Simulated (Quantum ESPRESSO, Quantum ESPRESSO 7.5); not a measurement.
# 1T-PtSe2, 1 layer: vacuum convergence

Which setting serves for 1T-PtSe2, 1 layer? The runs below step through one kind of setting.

Method: plane-wave DFT, PBE, PseudoDojo norm-conserving pseudopotentials, in Quantum ESPRESSO 7.5.

## (1) Starting point

The cell holds 3 atoms: 2 Se and 1 Pt. Cell: a = 3.750 Å, b = 3.750 Å, c = 26.268 Å, α = 90.0°, β = 90.0°, γ = 120.0°. It derives from PtSe2. Vacuum lies along c.

## (2) Ground state: 24 Å of vacuum

The first run is the reference of the series.

c0.in

```
&control
  prefix = 'c0'
  outdir = './out'
  pseudo_dir = './pseudo'
  calculation = 'scf'
  tprnfor = .true.
/
&system
  ibrav = 0
  nat = 3
  ntyp = 2
  ecutwfc = 78
  ecutrho = 312
  occupations = 'smearing'
  smearing = 'fd'
  degauss = 0.004
/
&electrons
  conv_thr = 1e-07
  mixing_beta = 0.4
  electron_maxstep = 120
  mixing_mode = 'local-TF'
/
ATOMIC_SPECIES
  Se  78.9710  Se.dojo-sr-pbe-0.4.1-standard.upf
  Pt  195.0840  Pt.dojo-sr-pbe-0.4.1-standard.upf
CELL_PARAMETERS angstrom
  3.75000000000000 0.00000000000000 0.00000000000000
  -1.87500000000000 3.24759526419164 0.00000000000000
  0.00000000000000 0.00000000000000 26.26771779549397
ATOMIC_POSITIONS crystal
  Se  0.666666666667 0.333333333333 0.456834510460
  Pt  0.000000000000 0.000000000000 0.500000000000
  Se  0.333333333333 0.666666666667 0.543165489540
K_POINTS automatic
  6 6 1 0 0 0
```

Launch:

```bash
$ OMP_NUM_THREADS=1 mpirun -n 4 pw.x -nk 2 -in c0.in > c0.out
```

The log of the run:

```text
Program PWSCF v.7.5 starts
[citation notice left out]

     Parallel version (MPI & OpenMP), running on       4 processor cores
     Number of MPI processes:                 4
     Threads/MPI process:                     1

     MPI processes distributed on     1 nodes
[...]
Current dimensions of program PWSCF are:
     Max number of different atomic species (ntypx) = 10
     Max number of k-points (npk) =  40000
     Max angular momentum in pseudopotentials (lmaxx) =  4
     Message from routine setup:
     using ibrav=0 with symmetry is DISCOURAGED, use correct ibrav instead

     K-points division:     npool     =       2
     R & G space division:  proc/nbgrp/npool/nimage =       2
     Subspace diagonalization in iterative solution of the eigenvalue problem:
     a serial algorithm will be used

     Parallelization info
     --------------------
     sticks:   dense  smooth     PW     G-vecs:    dense   smooth      PW
     Min         534     534    156               100326   100326   15313
     Max         535     535    157               100365   100365   15316
     Sum        1069    1069    313               200691   200691   30629

     Using Slab Decomposition

     bravais-lattice index     =            0
     lattice parameter (alat)  =       7.0865  a.u.
     unit-cell volume          =    2158.7985 (a.u.)^3
     number of atoms/cell      =            3
     number of atomic types    =            2
     number of electrons       =        50.00
     number of Kohn-Sham states=           30
     kinetic-energy cutoff     =      78.0000  Ry
     charge density cutoff     =     312.0000  Ry
     scf convergence threshold =      1.0E-07
     mixing beta               =       0.4000
     number of iterations used =            8  local-TF  mixing
     Exchange-correlation= PBE
                           (   1   4   3   4   0   0   0)

     celldm(1)=   7.086473  celldm(2)=   0.000000  celldm(3)=   0.000000
     celldm(4)=   0.000000  celldm(5)=   0.000000  celldm(6)=   0.000000

     crystal axes: (cart. coord. in units of alat)
               a(1) = (   1.000000   0.000000   0.000000 )
               a(2) = (  -0.500000   0.866025   0.000000 )
               a(3) = (   0.000000   0.000000   7.004725 )

     reciprocal axes: (cart. coord. in units 2 pi/alat)
               b(1) = (  1.000000  0.577350 -0.000000 )
               b(2) = (  0.000000  1.154701  0.000000 )
               b(3) = (  0.000000 -0.000000  0.142761 )

     PseudoPot. # 1 for Se read from file:
     ./pseudo/Se.dojo-sr-pbe-0.4.1-standard.upf
     Pseudo is Norm-conserving + core correction, Zval = 16.0
     Generated using ONCVPSP code by D. R. Hamann
     Using radial grid of 1214 points,  6 beta functions with:
                l(1) =   0
                l(2) =   0
                l(3) =   1
                l(4) =   1
                l(5) =   2
                l(6) =   2

     PseudoPot. # 2 for Pt read from file:
     ./pseudo/Pt.dojo-sr-pbe-0.4.1-standard.upf
     Pseudo is Norm-conserving + core correction, Zval = 18.0
     Generated using ONCVPSP code by D. R. Hamann
     Using radial grid of 1374 points,  8 beta functions with:
                l(1) =   0
                l(2) =   0
                l(3) =   1
                l(4) =   1
                l(5) =   2
                l(6) =   2
                l(7) =   3
                l(8) =   3

     atomic species   valence    mass     pseudopotential
     Se               16.00    78.97100     Se( 1.00)
     Pt               18.00   195.08400     Pt( 1.00)

     12 Sym. Ops., with inversion, found

   Cartesian axes

     site n.     atom                  positions (alat units)
         1        Se     tau(   1) = (   0.5000000   0.2886751   3.2000000  )
         2        Pt     tau(   2) = (   0.0000000   0.0000000   3.5023624  )
         3        Se     tau(   3) = (  -0.0000000   0.5773503   3.8047247  )

     number of k points=     7  Fermi-Dirac smearing, width (Ry)=  0.0040
                       cart. coord. in units 2pi/alat
        k(    1) = (   0.0000000   0.0000000   0.0000000), wk =   0.0555556
        k(    2) = (   0.0000000   0.1924501   0.0000000), wk =   0.3333333
        k(    3) = (   0.0000000   0.3849002   0.0000000), wk =   0.3333333
        k(    4) = (   0.0000000  -0.5773503   0.0000000), wk =   0.1666667
        k(    5) = (   0.1666667   0.2886751   0.0000000), wk =   0.3333333
        k(    6) = (   0.1666667   0.4811252   0.0000000), wk =   0.6666667
        k(    7) = (   0.3333333   0.5773503   0.0000000), wk =   0.1111111

     Dense  grid:   200691 G-vectors     FFT dimensions: (  40,  40, 288)

     Estimated max dynamical RAM per process >     152.29 MB

     Estimated total dynamical RAM >     560.17 MB

     Initial potential from superposition of free atoms

     starting charge      49.9997, renormalised to      50.0000

     negative rho (up, down):  9.023E-05 0.000E+00
     Starting wfcs are   28 randomized atomic wfcs +    2 random wfcs

     total cpu time spent up to now is        1.2 secs

     per-process dynamical memory:    86.2 Mb

     Self-consistent Calculation

     iteration #  1     ecut=    78.00 Ry     beta= 0.40
     Davidson diagonalization with overlap
     ethr =  1.00E-02,  avg # of iterations =  6.6

     Threshold (ethr) on eigenvalues was too large:
     Diagonalizing with lowered threshold

     Davidson diagonalization with overlap
     ethr =  5.99E-04,  avg # of iterations =  2.1

     negative rho (up, down):  2.329E-04 0.000E+00

     total cpu time spent up to now is        7.0 secs

     total energy              =    -746.18529128 Ry
     estimated scf accuracy    <       0.30274281 Ry

     iteration #  2     ecut=    78.00 Ry     beta= 0.40
[...]
negative rho (up, down):  3.776E-04 0.000E+00

[...]
total energy              =    -746.17758406 Ry
     estimated scf accuracy    <       0.06656835 Ry

     iteration #  3     ecut=    78.00 Ry     beta= 0.40
[...]
negative rho (up, down):  2.668E-04 0.000E+00

[...]
total energy              =    -746.18820041 Ry
     estimated scf accuracy    <       0.00229969 Ry

     iteration #  4     ecut=    78.00 Ry     beta= 0.40
[...]
negative rho (up, down):  1.862E-04 0.000E+00

[...]
total energy              =    -746.18846083 Ry
     estimated scf accuracy    <       0.00047185 Ry

     iteration #  5     ecut=    78.00 Ry     beta= 0.40
[...]
negative rho (up, down):  5.337E-05 0.000E+00

[...]
total energy              =    -746.18849022 Ry
     estimated scf accuracy    <       0.00003142 Ry

     iteration #  6     ecut=    78.00 Ry     beta= 0.40
[...]
negative rho (up, down):  1.209E-05 0.000E+00

[...]
total energy              =    -746.18849356 Ry
     estimated scf accuracy    <       0.00002151 Ry

     iteration #  7     ecut=    78.00 Ry     beta= 0.40
[...]
total energy              =    -746.18849690 Ry
     estimated scf accuracy    <       0.00000065 Ry

     iteration #  8     ecut=    78.00 Ry     beta= 0.40
[...]
total energy              =    -746.18849690 Ry
     estimated scf accuracy    <       0.00000037 Ry

     iteration #  9     ecut=    78.00 Ry     beta= 0.40
[...]
End of self-consistent calculation

          k = 0.0000 0.0000 0.0000 ( 25039 PWs)   bands (ev):

  -101.0653 -55.3103 -55.3103 -55.0547 -49.7910 -49.7910 -49.7874 -49.7874
   -49.7139 -49.7139 -49.7073 -49.7073 -49.6830 -49.6828 -17.0497 -14.3389
    -8.3127  -8.3127  -7.4451  -5.4846  -5.4846  -3.1399  -2.7752  -2.5062
    -2.5062   1.0818   1.0818   2.4849   2.8012   3.4411

          k = 0.0000 0.1925 0.0000 ( 25031 PWs)   bands (ev):

  -101.0652 -55.3126 -55.3110 -55.0545 -49.7907 -49.7904 -49.7884 -49.7878
   -49.7133 -49.7129 -49.7085 -49.7076 -49.6831 -49.6827 -16.7269 -14.4743
    -8.1822  -8.0875  -7.2154  -5.9427  -5.6941  -4.2067  -2.6536  -2.5028
    -2.1921  -0.3666   0.7199   3.2038   3.3621   3.8682

          k = 0.0000 0.3849 0.0000 ( 25099 PWs)   bands (ev):

  -101.0652 -55.3170 -55.3122 -55.0543 -49.7903 -49.7902 -49.7891 -49.7884
   -49.7121 -49.7120 -49.7099 -49.7084 -49.6831 -49.6826 -15.9218 -14.7705
    -8.2581  -7.6240  -7.1600  -6.2327  -5.7753  -4.7417  -3.6828  -3.6309
    -2.4622  -0.3840   0.7622   2.8666   4.3958   4.5274

          k = 0.0000-0.5774 0.0000 ( 25104 PWs)   bands (ev):

  -101.0651 -55.3192 -55.3129 -55.0541 -49.7912 -49.7899 -49.7888 -49.7885
   -49.7130 -49.7109 -49.7093 -49.7091 -49.6832 -49.6825 -15.2327 -15.0978
    -8.9706  -7.4421  -6.3694  -6.2371  -5.0936  -5.0079  -4.8499  -4.1683
    -3.3792   0.3145   0.9430   2.8571   4.1113   5.6370

          k = 0.1667 0.2887 0.0000 ( 25120 PWs)   bands (ev):

  -101.0652 -55.3155 -55.3123 -55.0543 -49.7905 -49.7897 -49.7894 -49.7883
   -49.7128 -49.7113 -49.7102 -49.7080 -49.6831 -49.6827 -16.1582 -14.6814
    -7.9195  -7.7894  -7.2117  -6.2196  -6.1380  -4.8151  -3.2785  -3.1326
    -1.9549  -0.3897  -0.1253   3.9811   4.0181   4.3517

          k = 0.1667 0.4811 0.0000 ( 25158 PWs)   bands (ev):

  -101.0651 -55.3181 -55.3139 -55.0541 -49.7909 -49.7901 -49.7891 -49.7882
   -49.7136 -49.7105 -49.7099 -49.7084 -49.6831 -49.6826 -15.3814 -14.9437
    -8.5112  -7.6044  -7.0038  -6.0480  -5.9567  -5.0512  -4.4305  -3.7052
    -2.8311  -0.0667   0.2331   3.6710   5.0193   5.5012

[...]
the Fermi energy is    -1.1977 ev

!    total energy              =    -746.18849723 Ry
     estimated scf accuracy    <       0.00000006 Ry
     smearing contrib. (-TS)   =      -0.00000004 Ry
     internal energy E=F+TS    =    -746.18849720 Ry

     The total energy is F=E-TS. E is the sum of the following terms:
     one-electron contribution =   -4805.85910929 Ry
     hartree contribution      =    2392.02071010 Ry
     xc contribution           =    -144.53465251 Ry
     ewald contribution        =    1812.18455450 Ry

     convergence has been achieved in   9 iterations

     Forces acting on atoms (cartesian axes, Ry/au):

     atom    1 type  1   force =     0.00000000   -0.00000000   -0.08396331
     atom    2 type  2   force =     0.00000000   -0.00000000    0.00000000
     atom    3 type  1   force =     0.00000000    0.00000000    0.08396331

     Total force =     0.118742     Total SCF correction =     0.000491

[...]
=------------------------------------------------------------------------------=
   JOB DONE.
=------------------------------------------------------------------------------=
```

It took 33 s on 4 MPI ranks of Arm Neoverse V1, shared host; peak memory 0.6 GiB.

This step gave:

```
free energy                          : -10152.4117 eV
Fermi energy                         : -1.198 eV
valence top, on the run's zero       : -1.955 eV
conduction bottom, on the run's zero : -0.3897 eV
gap by band count                    : 1.565 eV
```

The program's own clock; routines nest. Time by routine:

```tsv
routine	wall time (s)	calls
PWSCF	32.36	1
electrons	30.77	1
c_bands	21.16	10
cegterg	19.78	40
h_psi	16.8	224
fftw	15.84	7230
vloc_psi	14.36	224
mix_rho	5.6	10
ffts	3.42	994
sum_band	3.26	10
calbec	1.33	240
add_vuspsi	1.21	224
h_psi:calbec	1.16	224
init_run	1.15	1
```

The run needed 9 iterations to bring the estimated error under 1e-07 Ry; the largest force on any atom, held or free, is 2.16 eV/Å, so this geometry is far from relaxed and its levels are not those of the real material.

## (3) Electrostatic potential

The vacuum level is read from the electrostatic potential (plot_num = 11), averaged over planes.

c0.pot.in

```
&inputpp
  prefix = 'c0'
  outdir = './out'
  filplot = 'c0.pot.dat'
  plot_num = 11
/
```

Launch:

```bash
$ OMP_NUM_THREADS=1 mpirun -n 4 pp.x -in c0.pot.in > c0.pot.out
```

The log of the run:

```text
[banner, memory and clock lines left out]
Program POST-PROC v.7.5 starts

          URL

     ./out/c0.save/

     IMPORTANT: XC functional enforced from input :
     Exchange-correlation= PBE
                           (   1   4   3   4   0   0   0)
     Any further DFT definition will be discarded
     Please, verify this is what you really want

     Calling punch_plot, plot_num =  11
     Writing data to file  c0.pot.dat
     Message from routine chdens:
     namelist plot not found or invalid, exiting
```

The job ended after 0.98 s (4 MPI ranks; peak memory 0.09 GiB; 3.6 s of CPU time).

Read from the output:

- potential in the middle of the vacuum, over the valence top: 5.480 eV

Electrostatic potential energy of an electron; zero at the highest filled level of the SCF mesh. Table of potential energy, planar mean by z:

z (Å), potential energy, planar mean (eV) and a bar from the least value:
```
        0        5.5 ##############################
        1        5.5 ##############################
        2        5.5 ##############################
        3        5.5 ##############################
        4        5.5 ##############################
        5        5.5 ##############################
        6        5.5 ##############################
        7        5.5 ##############################
        8        5.5 ##############################
        9        5.5 ##############################
       10        5.3 ##############################
       11        3.1 ###########################
       12      -10.4 ############
       13      -20.9 
       14      -10.6 ############
       15        0.4 ########################
       16        5.2 ##############################
       17        5.5 ##############################
       18        5.5 ##############################
       19        5.5 ##############################
       20        5.5 ##############################
       21        5.5 ##############################
       22        5.5 ##############################
       23        5.5 ##############################
       24        5.5 ##############################
       25        5.5 ##############################
       26        5.5 ##############################
```

Inside the slab this potential holds the local part of the pseudopotentials, which can be repulsive at the nuclei; only its value in the vacuum has a meaning of its own.

## (4) Ground state: 18 Å of vacuum

c2.in is the input of step 2 with these lines changed:

```diff
@@ -1,3 +1,3 @@
 &control
-  prefix = 'c0'
+  prefix = 'c2'
   outdir = './out'
@@ -29,7 +29,7 @@
   -1.87500000000000 3.24759526419164 0.00000000000000
-  0.00000000000000 0.00000000000000 26.26771779549397
+  0.00000000000000 0.00000000000000 20.26771779549397
 ATOMIC_POSITIONS crystal
-  Se  0.666666666667 0.333333333333 0.456834510460
+  Se  0.666666666667 0.333333333333 0.444055916449
   Pt  0.000000000000 0.000000000000 0.500000000000
-  Se  0.333333333333 0.666666666667 0.543165489540
+  Se  0.333333333333 0.666666666667 0.555944083551
 K_POINTS automatic
```

Launch:

```bash
$ OMP_NUM_THREADS=1 mpirun -n 4 pw.x -nk 2 -in c2.in > c2.out
```

The log of the run:

```text
[banner, memory and clock lines left out]
Program PWSCF v.7.5 starts
[...]
Message from routine setup:
[...]
number of electrons       =        50.00
     number of Kohn-Sham states=           30
     kinetic-energy cutoff     =      78.0000  Ry
     charge density cutoff     =     312.0000  Ry
[...]
number of k points=     7  Fermi-Dirac smearing, width (Ry)=  0.0040
[...]
Dense  grid:   154895 G-vectors     FFT dimensions: (  40,  40, 216)
[...]
negative rho (up, down):  6.325E-05 0.000E+00
     Starting wfcs are   28 randomized atomic wfcs +    2 random wfcs
[...]
negative rho (up, down):  2.148E-04 0.000E+00
[...]
estimated scf accuracy    <       0.30281135 Ry
[...]
negative rho (up, down):  3.961E-04 0.000E+00
[...]
estimated scf accuracy    <       0.06476574 Ry
[...]
negative rho (up, down):  3.651E-04 0.000E+00
[...]
estimated scf accuracy    <       0.00235834 Ry
[...]
negative rho (up, down):  2.499E-04 0.000E+00
[...]
estimated scf accuracy    <       0.00052133 Ry
[...]
negative rho (up, down):  1.204E-07 0.000E+00
[...]
estimated scf accuracy    <       0.00003952 Ry
[...]
estimated scf accuracy    <       0.00002857 Ry
[...]
estimated scf accuracy    <       0.00000121 Ry
[...]
estimated scf accuracy    <       0.00000046 Ry
[...]
estimated scf accuracy    <       0.00000053 Ry
[...]
the Fermi energy is    -0.1516 ev
!    total energy              =    -746.18850001 Ry
     estimated scf accuracy    <       0.00000007 Ry
     smearing contrib. (-TS)   =      -0.00000004 Ry
     internal energy E=F+TS    =    -746.18849997 Ry
[...]
one-electron contribution =   -3469.93300026 Ry
     hartree contribution      =    1725.97597165 Ry
     xc contribution           =    -144.53487432 Ry
     ewald contribution        =    1142.30340297 Ry
     convergence has been achieved in  10 iterations
[...]
Total force =     0.118762     Total SCF correction =     0.000121
[...]
```

Run time: 28 s. Hardware: 4 MPI ranks; peak memory 0.52 GiB.

This step gave:

| Item | Value |
| --- | --- |
| Fermi energy | -0.1516 eV |
| valence top, on the run's zero | -0.9088 eV |
| conduction bottom, on the run's zero | 0.6564 eV |

The program's own clock; routines nest. Time by routine:

```tsv
routine	wall time (s)	calls
PWSCF	27.25	1
electrons	26.03	1
c_bands	17.66	11
cegterg	16.37	44
h_psi	13.82	212
fftw	13.08	7792
vloc_psi	11.82	212
mix_rho	4.95	11
ffts	2.98	1118
sum_band	2.76	11
calbec	1.09	228
add_vuspsi	0.98	212
h_psi:calbec	0.96	212
init_run	0.87	1
```

## (5) Potential by pp.x

c2.pot.in

```
&inputpp
  prefix = 'c2'
  outdir = './out'
  filplot = 'c2.pot.dat'
  plot_num = 11
/
```

Launch:

```bash
$ OMP_NUM_THREADS=1 mpirun -n 4 pp.x -in c2.pot.in > c2.pot.out
```

The job ended after 0.9 s (4 MPI ranks; peak memory 0.12 GiB; 3.3 s of CPU time).

Numbers from this step:

| Quantity | Value |
| --- | --- |
| potential in the middle of the vacuum, over the valence top | 5.478 eV |

Counted from each run's own zero (the valence top), the vacuum level differs from the first run's by -2 meV.

(Part 1 of 2 ends here.)

[Logs are printed without paths, hosts, clocks, repeated set-up lines and the standing remarks that a program may print on its own settings, such as how far it seeks lower states.]

[Hosts, paths, dates, database ids (printed as entryN), source tags and the programs' standing remarks are cut or masked in the printed files.]

[Maps of the electrostatic potential energy from Ansatz leave out the sawtooth potential of an applied field or a dipole correction, so their vacuum need not be flat; planar profiles and work functions include it.]
